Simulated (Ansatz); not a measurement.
# Phonons of TiRe in the Bh ordering, part 2 of 2

Question: is the lattice of TiRe in the Bh ordering stable, and if so, what are its coupling constant and resistivity?

Ansatz 0.2.0; DFT PBEsol, scalar-relativistic, plane waves, PAW.

So far, highest frequency, solved or plainly interpolated (cm⁻¹): step 5 (phonons by linear response: q 2×2×1, k 6×6×3) 289. Also lowest on path (cm⁻¹): step 5 -131. The relaxed cell has a = 2.726, c = 4.714 Å (conventional setting).

The structure was built from a prototype and need not be the compound's stable phase.

## (6) Lattice stability: q 3×3×2, k 9×9×6 (continued)

The modes has structure finer than the step of the table below, so its rows give means over 10 cm⁻¹, whole bins alone (the curve runs from -135 to 317 cm⁻¹). Peaks (cm⁻¹: height): Re -78.1: 0.0169, -44.0: 0.0166, 58.2: 0.0201, 123.5: 0.0227, 234.3: 0.00532; Ti -78.1: 0.00998, 58.2: 0.00847, 98.0: 0.0157, 237.1: 0.0345.

Phonopy on the run's constants, 21x21x13 mesh, Gaussian sigma 3.2 cm⁻¹. Table of modes by wavenumber; means over each step; values in 1/cm⁻¹/cell:

```
wavenumber (cm⁻¹)       Re       Ti
             -120   9.9e-6  0.00108
             -110   6.8e-5  0.00209
             -100   3.9e-4  0.00303
              -90  0.00394  0.00557
              -80   0.0138  0.00908
              -70   0.0146  0.00760
              -60   0.0115  0.00567
              -50   0.0138  0.00460
              -40   0.0143  0.00306
              -30  0.00796  0.00265
              -20  0.00486  0.00162
              -10  0.00345   9.6e-4
                0  0.00119   3.6e-4
               10  0.00387  0.00144
               20  0.00598  0.00291
               30  0.00650  0.00305
               40  0.00891  0.00466
               50   0.0132  0.00624
               60   0.0177  0.00725
               70   0.0116  0.00464
               80   0.0106  0.00731
               90   0.0138   0.0110
              100   0.0189   0.0138
              110   0.0207  0.00846
              120   0.0220  0.00679
              130   0.0191  0.00596
              140   0.0119  0.00385
              150  0.00196  0.00326
              160   6.2e-4  0.00306
              170   4.9e-4  0.00284
              180  0.00133  0.00758
              190  0.00170  0.00883
              200  0.00204   0.0129
              210  0.00244   0.0183
              220  0.00262   0.0199
              230  0.00406   0.0267
              240  0.00390   0.0291
              250  0.00163   0.0162
              260  0.00112  0.00916
              270   7.4e-4  0.00451
              280   4.5e-4  0.00178
              290   2.4e-4   8.9e-4
              300   4.2e-5   1.6e-4
              310   1.5e-7   3.0e-7
```

No LO-TO term; unit eigenvectors of the mass-weighted matrix. The modes at Γ (shares of kinetic energy by element, %) (negative means imaginary):

```
mode  frequency (cm⁻¹)  symmetry  Re %  Ti %
   1             -92.9        E'    20    80
   2             -92.9        E'    20    80
   3               0.0   unnamed    80    20
   4               0.0   unnamed    80    20
   5               0.0   unnamed    80    20
   6             297.7      A2''    20    80
```

Displacements in mode 1 (-92.9 cm⁻¹), the largest set to 1:
```
Re1 -0.26 -0.09  0.00
Ti2  1.00  0.35  0.00
```

Displacements in mode 6 (297.7 cm⁻¹), the largest set to 1:
```
Re1  0.00  0.00 -0.26
Ti2  0.00  0.00  1.00
```

Among the solved wavevectors the lowest mode, translations apart, is -125 cm⁻¹, imaginary.

## (7) Lattice stability: Fermi–Dirac smearing of 0.3 eV

The phonons are repeated on the same meshes with a wide Fermi–Dirac smearing, to see whether the soft mode comes from sharp features of the Fermi surface.

input.yaml reads:

```yaml
crystal:
  lattice:
    - [2.7259668866, -2.7719e-06, 0.0]
    - [-1.3629810427, 2.3607579596, 0.0]
    - [0.0, 0.0, 4.7140884943]
  atoms:
    - { symbol: Re, position: [0.3333333333, 0.6666666667, 0.25] }
    - { symbol: Ti, position: [0.6666666667, 0.3333333333, 0.75] }
kpoints:
  mp_grid: { grid: [9, 9, 6] }
hamiltonian:
  xc: pbesol
scf:
  occupations: { method: fermi_dirac, width: 0.3 }
output:
  eigenvalues: true
phonons:
  method: dfpt
  qmesh: [3, 3, 2]
  temperatures: { t_max: 1000, t_step: 50 }
  qpath:
    path:
      - [[0.0, 0.0, 0.0], [0.5, 0.0, 0.0], [0.33333333, 0.33333333, 0.0], [0.0, 0.0, 0.0], [0.0, 0.0, 0.5], [0.5, 0.0, 0.5], [0.33333333, 0.33333333, 0.5], [0.0, 0.0, 0.5]]
      - [[0.5, 0.0, 0.5], [0.5, 0.0, 0.0]]
      - [[0.33333333, 0.33333333, 0.5], [0.33333333, 0.33333333, 0.0]]
    npoints: 10
```

Command:

```bash
$ ansatz run input.yaml --threads 4 --pin off --max-ram 8192MiB --backend cpu --events-out ev --progress --plain --runs-dir out
```

Run time: 57 s. Hardware: 4 threads of Intel Xeon Platinum 8375C at 2.90GHz (Ice Lake), shared host; peak memory 0.88 GiB.

This step gave:

```yaml
share_of_imaginary_modes_in_the_plain_interpolation_between_solved_wavevectors: 0.1154
highest_frequency_solved_or_plainly_interpolated: 279.9 cm⁻¹
```

Solved on the 3×3×2 mesh alone; all other wavevectors are interpolated. Phonon branches along the path, in cm⁻¹:

```
    point  branch 1  branch 2  branch 3  branch 4  branch 5  branch 6
        Γ       -72       -72         0         0         0       280
  halfway       -57       -55        91       114       195       246
        M       -38        73       125       166       184       280
  halfway        63        87       157       164       177       265
        K        99       109       146       162       225       227
  halfway       -54        37        91       136       210       235
        Γ       -72       -72         0         0         0       280
  halfway       -80       -80       -27       -27        83       264
        A       -88       -88       -35       -35       128       241
  halfway        13        15       106       107       189       221
        L        30        88        98       127       216       277
  halfway        60        84       118       154       214       263
        H        84        90       101       213       220       225
  halfway        37        70       111       112       204       217
        A       -88       -88       -35       -35       128       241
jump to L        30        88        98       127       216       277
  halfway       -26        83       110       146       204       278
        M       -38        73       125       166       184       280
jump to H        84        90       101       213       220       225
  halfway        97       100       110       196       222       226
        K        99       109       146       162       225       227
```

Lowest modes at the softest wavevector of the mesh. The modes at q = (0.000, 0.000, 0.500) (shares of kinetic energy by element, %) (negative means imaginary):

```
mode  frequency (cm⁻¹)  Re %  Ti %
   1             -88.1     0   100
   2             -88.1     0   100
   3             -34.8   100     0
   4             -34.8   100     0
   5             127.9   100     0
   6             240.9     0   100
```

Displacements in mode 2 (-88.1 cm⁻¹), the largest set to 1, in the home cell (x, y, z of the real part, then of the imaginary part):
```
Re1  0.00  0.00  0.00  0.00  0.00  0.00
Ti2 -1.00  0.07  0.00  0.00  0.05  0.00
```

Displacements in mode 6 (240.9 cm⁻¹), the largest set to 1, in the home cell:
```
Re1  0.00  0.00  0.00
Ti2  0.00  0.00 -1.00
```

Among the solved wavevectors the lowest mode, translations apart, is -88.1 cm⁻¹, imaginary.

Between step 6 and this run (occupations Fermi-Dirac and smearing width 0.3 eV) the value for the highest frequency, solved or plainly interpolated moves from 298 cm⁻¹ to 280 cm⁻¹ (-6 %).

## (8) Outcome

```yaml
phonon_run_of_the_rows_without_a_label_of_their_own: PBEsol, q 3×3×2, k 9×9×6
softest_mode_on_the_q_mesh: -125 cm⁻¹ at q = (0, 0, 0.5)
highest_frequency_solved_or_plainly_interpolated: 298 cm⁻¹
```

What this shows: The lattice is dynamically unstable at this level: a mode at q = (0, 0, 0.5) is imaginary, 125i cm⁻¹, so no harmonic coupling constant or resistivity is defined for this structure. These meshes are coarse, and single modes of a metal can move by tens of cm⁻¹ with the k mesh. Spin–orbit coupling, left out here, matters for Re. The phonon runs are not spin-polarised. The structure was built by hand as an ordered model, and its stability against other phases was not tested.

[Logs are printed without paths, hosts, clocks, repeated set-up lines and the standing remarks that a program may print on its own settings, such as how far it seeks lower states.]

[Hosts, paths, dates, database ids (printed as entryN), source tags and the programs' standing remarks are cut or masked in the printed files.]
